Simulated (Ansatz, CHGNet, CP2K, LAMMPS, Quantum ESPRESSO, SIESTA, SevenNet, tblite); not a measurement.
# CP2K on Zn2+ BF4- in dimethoxyethane and tetrahydrofuran at 400 K (85 atoms): settings against a plane-wave reference

Aim: run Zn2+ BF4- in dimethoxyethane and tetrahydrofuran at 400 K (85 atoms) in CP2K and see how near its forces come to a plane-wave reference, and at what cost.

Main program and level: CP2K 2026.2; the method is named at each step.

### Step 1. The starting structure

The cell holds 85 atoms: 20 C, 8 O, 46 H, 2 B, 8 F and 1 Zn. Its edges and angles: a = 9.806 Å, b = 9.806 Å, c = 9.806 Å, α = 90.0°, β = 90.0°, γ = 90.0°. 3 dimethoxyethane, 2 tetrahydrofuran, 1 Zn2+, 2 BF4- placed at random, at 1.15 g/cm³; overlaps pushed apart, then 10 ps at 550 K with stiff harmonic cages for PF6 and BF4 with UFF radii; divalent ions of Li, Roberts, Chakravorty and Merz (J. Chem. Theory Comput. 9, 2733 (2013)); MMFF94 bonds, angles, torsions, charges and radii (Halgren, J. Comput. Chem. 17, 490 (1996)) in harmonic and 12-6 forms; charges of ions scaled by 0.8. Snapshot after 30 ps at 400 K and fixed volume.

The yardstick, on the same geometry:

* method: Kohn-Sham DFT, PBE, SSSP efficiency 1.3.0 pseudopotentials, plane waves (Quantum ESPRESSO 7.5); sssp-pbe-1.3.0-efficiency, cutoffs 60/480 Ry, Γ point
* r.m.s. force component: 1.053 eV/Å
* longest force: 4.129 eV/Å
* pressure: 5.656 GPa
* gap (highest filled to lowest empty level): 3.953 eV
* time: 92 s on 2 MPI ranks of Arm Neoverse V2, shared host
* CPU time: 3.1 min

### Step 2. PBE, DZVP-MOLOPT-SR, 280/50 Ry, OT DIIS

Method: Kohn-Sham DFT, PBE, GTH-PBE pseudopotentials, Gaussian and plane waves, DZVP-MOLOPT-SR-GTH, orbital transformation.

Input file input.inp:

```
&GLOBAL
  PROJECT cell
  RUN_TYPE ENERGY_FORCE
  PRINT_LEVEL LOW
&END GLOBAL
&FORCE_EVAL
  METHOD QS
  STRESS_TENSOR ANALYTICAL
  &DFT
    BASIS_SET_FILE_NAME BASIS_MOLOPT
    POTENTIAL_FILE_NAME GTH_POTENTIALS
    &MGRID
      CUTOFF 280
      REL_CUTOFF 50
    &END MGRID
    &QS
      EPS_DEFAULT 1.0E-12
    &END QS
    &SCF
      SCF_GUESS ATOMIC
      EPS_SCF 1.0E-06
      MAX_SCF 30
      &OT
        MINIMIZER DIIS
        PRECONDITIONER FULL_ALL
        ENERGY_GAP 0.001
      &END OT
      &OUTER_SCF
        EPS_SCF 1.0E-06
        MAX_SCF 8
      &END OUTER_SCF
      &PRINT
        &RESTART OFF
        &END RESTART
      &END PRINT
    &END SCF
    &XC
      &XC_FUNCTIONAL PBE
      &END XC_FUNCTIONAL
    &END XC
    &PRINT
      &MULLIKEN ON
      &END MULLIKEN
      &HIRSHFELD ON
        SHAPE_FUNCTION DENSITY
      &END HIRSHFELD
      &MO_CUBES
        NHOMO 1
        NLUMO 4
        WRITE_CUBE F
      &END MO_CUBES
    &END PRINT
  &END DFT
  &SUBSYS
    &CELL
      A 9.80591 0.00000 0.00000
      B 0.00000 9.80591 0.00000
      C 0.00000 0.00000 9.80591
    &END CELL
    &TOPOLOGY
      COORD_FILE_NAME structure.xyz
      COORD_FILE_FORMAT XYZ
    &END TOPOLOGY
    &KIND C
      BASIS_SET DZVP-MOLOPT-SR-GTH-q4
      POTENTIAL GTH-PBE-q4
    &END KIND
    &KIND O
      BASIS_SET DZVP-MOLOPT-SR-GTH-q6
      POTENTIAL GTH-PBE-q6
    &END KIND
    &KIND H
      BASIS_SET DZVP-MOLOPT-SR-GTH-q1
      POTENTIAL GTH-PBE-q1
    &END KIND
    &KIND B
      BASIS_SET DZVP-MOLOPT-SR-GTH-q3
      POTENTIAL GTH-PBE-q3
    &END KIND
    &KIND F
      BASIS_SET DZVP-MOLOPT-SR-GTH-q7
      POTENTIAL GTH-PBE-q7
    &END KIND
    &KIND Zn
      BASIS_SET DZVP-MOLOPT-SR-GTH-q12
      POTENTIAL GTH-PBE-q12
    &END KIND
  &END SUBSYS
  &PRINT
    &FORCES ON
    &END FORCES
    &STRESS_TENSOR ON
    &END STRESS_TENSOR
  &END PRINT
&END FORCE_EVAL
```

Input file structure.xyz:

```xyz
85

C 4.84706 6.57271 8.97270
O 5.72391 7.56761 9.43887
C 4.91168 8.67205 0.23064
C 5.60457 0.05795 9.62185
O 7.03535 9.67216 9.80199
C 7.66793 1.09816 9.50448
H 5.31804 5.96494 8.25020
H 4.19585 7.15871 8.35464
H 4.25930 5.88443 9.69383
H 3.87716 8.81875 9.71677
H 5.00052 8.48809 1.24055
H 5.34569 0.32428 8.63489
H 5.42443 0.92656 0.50314
H 8.19421 1.02158 8.56487
H 6.90160 1.92921 9.51791
H 8.43181 1.32390 0.47853
C 0.55207 8.98427 0.55629
O 9.43338 8.51633 9.42995
C 0.12395 8.49613 8.08223
C 8.88229 8.15283 7.04633
O 7.55516 8.36934 7.62272
C 6.59624 8.17077 6.57653
H 0.13934 8.87562 1.53247
H 0.73103 0.23779 0.39204
H 1.50462 8.42347 0.46372
H 0.48265 9.49879 7.92935
H 0.98706 7.82286 7.92376
H 9.06311 8.79423 6.21803
H 8.97172 7.12782 6.53162
H 6.78569 8.85346 5.78372
H 6.64076 7.08261 6.48455
H 5.59359 8.41347 6.90562
C 0.04462 1.90735 4.46904
O 8.90926 1.24260 5.29450
C 7.61449 1.44029 4.95610
C 7.16704 2.87137 5.22282
O 5.82236 2.99571 4.75655
C 5.86952 3.19996 3.31793
H 1.09973 1.61180 4.58338
H 9.73178 2.97962 4.69605
H 9.49830 1.63161 3.44276
H 7.27236 1.06325 3.91560
H 6.99465 0.88332 5.68184
H 7.20558 2.92971 6.31510
H 7.83482 3.66182 4.73625
H 4.90609 3.54307 3.01002
H 6.79677 3.65300 2.94903
H 5.78941 2.25055 2.83528
C 2.52659 6.07162 4.06828
C 1.56238 5.06328 3.41971
C 1.28810 5.72802 2.13602
O 2.52434 6.40208 1.80605
C 2.94834 6.99985 3.02238
H 2.11239 6.62291 4.90384
H 3.26811 5.48749 4.54033
H 0.62915 4.83147 3.94982
[... 25 atom lines left out ...]
F 8.05624 6.23254 9.35876
F 7.52653 4.30950 8.29972
F 9.37141 5.25126 7.81590
Zn 7.66204 7.95455 9.44956
```

On the command line:

```console
> OMP_NUM_THREADS=2 cp2k.psmp -i input.inp > output.txt
```

Numbers of over 12 decimals in the logs are rounded to 6 here.

The log of the run:

```text
CP2K| version string:                                       CP2K version 2026.2
 CP2K| Input file name                                                 input.inp
 GLOBAL| Basis set file name                                        BASIS_MOLOPT
 GLOBAL| Potential file name                                      GTH_POTENTIALS
 GLOBAL| Run type                                                   ENERGY_FORCE
 GLOBAL| Total number of message passing processes                             1
 GLOBAL| Number of threads for this process                                    2
 TOTAL NUMBERS AND MAXIMUM NUMBERS
  Total number of            - Atomic kinds:                                   6
                             - Atoms:                                         85
                             - Shell sets:                                    85
                             - Shells:                                       335
                             - Primitive Cartesian functions:                424
                             - Cartesian basis functions:                    792
                             - Spherical basis functions:                    749
  Maximum angular momentum of- Orbital basis functions:                        3
                             - Local part of the GTH pseudopotential:          2
                             - Non-local part of the GTH pseudopotential:      4
 SCF PARAMETERS         Density guess:                                    ATOMIC
                        max_scf:                                              30
                        eps_scf:                                        1.00E-06
                        Outer loop SCF in use
                        eps_scf                                         1.00E-06
                        max_scf                                                8
 Extrapolation method: initial_guess
 Number of electrons:                                                        248
[... lines left out ...]
  Step     Update method      Time    Convergence         Total energy    Change
[... lines left out ...]
  Total energy:                                              -529.537967
[... lines left out ...]
  Preconditioner : FULL_ALL            : diagonalization, state selective
  Precond_solver : DEFAULT
  stepsize       :    0.15000000                  energy_gap     :    0.00100000
  eps_taylor     :   0.10000E-15                  max_taylor     :             4
  ----------------------------------- OT ---------------------------------------
  Step     Update method      Time    Convergence         Total energy    Change
[...]
3 OT DIIS     0.15E+00    4.0     0.00001181      -529.5380503130 -8.64E-06
     4 OT DIIS     0.15E+00    4.0     0.00000088      -529.5380508585 -5.46E-07
  *** SCF run converged in     4 steps ***
  Electronic density on regular grids:       -248.0000108389       -0.0000108389
  Core density on regular grids:              248.0000000004        0.0000000004
  Total charge density on r-space grids:       -0.0000108386
  Total charge density g-space grids:          -0.0000108386
  Overlap energy of the core charge distribution:               2.09992e-05
  Self energy of the core charge distribution:              -1270.060251
  Core Hamiltonian energy:                                    379.995391
  Hartree energy:                                             489.681853
  Exchange-correlation energy:                               -129.155064
  Total energy:                                              -529.538051
  outer SCF iter =    2 RMS gradient =   0.88E-06 energy =       -529.5380508585
  outer SCF loop converged in   2 iterations or   34 steps
 !-----------------------------------------------------------------------------!
                     Mulliken Population Analysis
 #  Atom  Element  Kind  Atomic population                           Net charge
       1     C        1          4.121045                             -0.121045
       2     O        2          6.128270                             -0.128270
       3     C        1          3.995500                              0.004500
[...]
84     F        5          7.283120                             -0.283120
      85     Zn       6         11.637461                              0.362539
 # Total charge                            248.000000                  0.000000
 !-----------------------------------------------------------------------------!
 !-----------------------------------------------------------------------------!
                           Hirshfeld Charges
  #Atom  Element  Kind  Ref Charge     Population                    Net charge
      1       C      1       4.000          4.050                        -0.050
      2       O      2       6.000          6.062                        -0.062
      3       C      1       4.000          4.001                        -0.001
[...]
84       F      5       7.000          7.193                        -0.193
     85       Zn     6      12.000         11.580                         0.420
  Total Charge                                                           -0.000
 !-----------------------------------------------------------------------------!
  Eigenvalues of the occupied subspace spin            1
      -0.95976015     -0.95211691     -0.91985946     -0.90465265
      -0.89695425     -0.87729785     -0.87278811     -0.86176680
      -0.86089910     -0.85518765     -0.84305768     -0.83490719
[...]
-0.07400470     -0.05554543     -0.04883277     -0.03170758
 Fermi Energy [eV] :   -0.862807
  Using OT eigensolver for additional unoccupied orbitals spin            1
  Lowest Eigenvalues of the unoccupied subspace spin            1
 WARNING : did not converge in ot_eigensolver
 number of iterations          299  exceeded maximum
 current gradient / target gradient   6.9387735985527166E-005  /    1.0000000000000001E-005
       0.13207310      0.15434443      0.18049944      0.18851957
 HOMO - LUMO gap [eV] :    4.456699
 ENERGY| Total FORCE_EVAL ( QS ) energy [hartree]           -529.538051
 FORCES| Atomic forces [hartree/bohr]
 FORCES|   Atom     x               y               z               |f|
 FORCES|      1 -3.41862626E-02 -2.10820838E-02 -5.43359145E-04   4.01677738E-02
 FORCES|      2 -5.49541813E-02  5.30812509E-03  1.45229776E-02   5.70881346E-02
 FORCES|      3  1.24832902E-02 -1.76101675E-02 -2.12755915E-02   3.03084366E-02
[...]
FORCES|     84  4.95426110E-02  5.15751729E-03  4.53984739E-03   5.00168022E-02
 FORCES|     85 -6.82819927E-02 -2.71466506E-02 -4.90399896E-02   8.83419026E-02
 FORCES| Sum    -4.53905021E-02 -1.52738238E-02 -4.42788743E-02
 FORCES| Total atomic force                                       6.52242753E-02
 STRESS| Analytical stress tensor [bar]
 STRESS|                        x                   y                   z
 STRESS|      x        4.54449192011E+04   2.39066065232E+01   6.85222569227E+02
 STRESS|      y        2.39066065232E+01   7.11299745545E+04  -7.71344080509E+03
 STRESS|      z        6.85222569227E+02  -7.71344080509E+03   7.47049250372E+04
 STRESS| 1/3 Trace                                             6.37599395976E+04
```

Elapsed: 2.6 min, on 2 threads of Arm Neoverse V2, shared host; peak memory 0.63 GiB; 5 min of CPU time.

Banners, paths, timers and routine set-up lines are dropped from the logs unmarked, and long logs keep their key lines alone; longer cuts are marked.

The solver for the empty levels stopped short of its threshold, so the gap is rough; its iterations count in the time.

Compared with the plane-wave run:

* r.m.s. force component: 1.117 eV/Å
* r.m.s. difference of force components: 233.9 meV/Å
* longest difference of force vectors: 3328 meV/Å
* force difference over r.m.s. force: 22.21 %
* slope of forces against the reference's: 1.038
* correlation of force components: 0.9787
* gap (highest filled to lowest empty level): 4.457 eV
* gap difference: 0.5036 eV
* pressure: 6.376 GPa
* pressure difference: 0.7203 GPa

This is a coarse setting, run to see what it loses.

Length of the force difference by element (eV/Å):

```
element  atoms   mean   most
      B      2  0.059  0.071
      C     20   0.23   0.37
      F      8   0.29   0.52
      H     46  0.052   0.14
      O      8   0.30   0.46
     Zn      1    3.3    3.3
```

The surroundings of H15, picked at random, nearest first, numbered as they follow in the input and with coordinates relative to it.

```
atom      x      y      z  distance (Å)  bonds  Hirshfeld charge (e)     Fx     Fy  Fz (eV/Å)
 H15   0.00   0.00   0.00          0.00      1                  0.05   1.01  -0.60      -0.26
  C6   0.77  -0.83  -0.01          1.13      4                 -0.04   0.59   1.63       0.88
 H16   1.53  -0.61   0.77          1.82      1                  0.05  -0.46  -0.10      -0.21
 H14   1.29  -0.91  -0.95          1.84      1                  0.04   0.02   0.25      -0.75
 H13  -1.48  -1.00   0.79          1.95      1                  0.06  -0.70  -0.53      -0.52
  O5   0.13  -2.06   0.28          2.09      3                 -0.07  -1.82   2.83       0.72
  C4  -1.30  -1.87   0.10          2.28      4                 -0.01   1.22   2.11       2.00
 H12  -1.56  -1.60  -0.88          2.40      1                  0.04  -0.02   0.52      -1.55
 F83   0.62   2.38  -1.22          2.75      1                 -0.22  -0.93  -1.25       1.06
```

Forces lie 22 % from the reference's, at 1.6 times its CPU time.

The difference per atom is largest on Zn (3.3 eV/Å on average, against 0.30 on O). The forces add up to 3.4 eV/Å instead of zero, usually a sign of too coarse a grid.

Further runs of this program without a result: CP2K PBE0 with truncated exchange and ADMM, PBE0 potentials, DZVP-UZH, 800/50 Ry, OT DIIS (cut off at its time limit).

### Step 3. Outcome

```json
{"force difference from the reference": "CP2K PBE, DZVP-MOLOPT-SR, 280/50 Ry, OT DIIS (coarse), 22 %", "its CPU time": "5 min"}
```

**Reading.** Runs with settings chosen to be coarse differ by 22 % (CP2K PBE, DZVP-MOLOPT-SR, 280/50 Ry, OT DIIS), their programs' other errors included. At the same functional, the gap of CP2K PBE, DZVP-MOLOPT-SR, 280/50 Ry, OT DIIS lies 0.50 eV above the reference's 3.95 eV. A likely cause of the wide gaps: compact atomic orbitals describe empty levels worse than filled ones. The potentials hold different valence shells: 256 electrons in the reference, 248 in CP2K with DZVP-MOLOPT-SR; this bears on time and differences. The reference's pressure holds the uncorrected Pulay stress of its 60 Ry basis, so small pressure differences, and their order, may be the reference's own error. The network of contacts between molecules at the start is that of the classical potential that made the cell, and needn't be the one that DFT or experiment would give. The reference's PBE has no dispersion term, which matters for the binding between molecules or layers. The density was typed from a rule of thumb and may lie off the real one at this temperature. The electronic-structure runs sample only Γ, in a cell whose shortest periodic width is 10 Å.

[Also dropped from logs without a mark: logging warnings of Python, and SIESTA's first energy breakdown and zero terms.]

[Logs are printed without paths, hosts, clocks, repeated set-up lines and the standing remarks that a program may print on its own settings, such as how far it seeks lower states.]

[Hosts, paths, dates, database ids (printed as entryN), source tags and the programs' standing remarks are cut or masked in the printed files.]

[The MMFF94 radii named for the starting cell were scaled by 0.96; in molecules described by MMFF94, hydrogen bound to N, O or S took a small fixed 12-6 site in their place.]
